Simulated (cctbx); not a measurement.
**CaOs4C across an absorption edge**

Space group Pnma (no. 62), a = 5.9180 Å, b = 5.4560 Å, c = 11.4710 Å, α = 90.00°, β = 90.00°, γ = 90.00°.

| atom | mult. | x | y | z | Ueq (Å²) |
| --- | --- | --- | --- | --- | --- |
| Os1 | 8 | 0.8326 | 0.9968 | 0.9086 | 0.0077 |
| Os2 | 4 | 0.0670 | 3/4 | 0.4477 | 0.0077 |
| Os3 | 4 | 0.3853 | 3/4 | 0.2703 | 0.0059 |
| Ca1 | 4 | 0.3126 | 3/4 | 0.8435 | 0.0120 |
| C1 | 4 | 0.3989 | 3/4 | 0.4535 | 0.0148 |

The model was made for the exercise: a known structure type with other elements put in, its volume estimated, not relaxed; displacement parameters are assumed.

Calculated with cctbx: free-atom f′ and f″ from the Sasaki tables, no fine structure; amplitudes in electrons.

```
E (eV)  F 0 0 2  F 1 1 2  F 0 0 4  F 1 0 2
 10271    153.5     60.5     80.8    221.9
 10621    149.0     57.8     79.4    213.7
 10751    145.3     55.6     78.3    207.1
 10811    141.8     53.5     77.2    200.7
 10841    138.3     51.5     76.2    194.4
 10856    134.8     49.4     75.1    188.2
 10863    131.8     47.6     74.2    182.6
 10867    128.5     45.7     73.2    176.7
 10875    129.1     46.8     73.2    179.0
 10879    133.1     49.1     74.4    186.1
 10886    136.5     51.1     75.5    192.2
 10901    140.2     53.2     76.6    198.7
 10931    143.8     55.3     77.7    205.2
 11021    148.2     57.8     79.0    213.1
 11271    153.2     60.7     80.6    222.0
```

**Question.** Which edge is crossed, and why do the reflections move as they do?

The L3 edge of Os. The edge is at 10871 eV. f′ of Os falls from -12.1 e at 10751 eV to -18.6 e at 4 eV below it, and f″ steps from 3.84 to 10.20 e across it. Over that approach |F| changes by -12 % (0 0 2), -18 % (1 1 2), -7 % (0 0 4) and -15 % (1 0 2): a reflection falls where Os scatters in phase with the total and rises where it scatters against it; it hardly moves where the Os term is small or cancels by symmetry. Above the edge the larger f″ enters the imaginary part, where it can add to or cancel the other atoms' f″. The structure is centrosymmetric, so Friedel mates stay equal.

[Logs are printed without paths, hosts, clocks, repeated set-up lines and the standing remarks that a program may print on its own settings, such as how far it seeks lower states.]
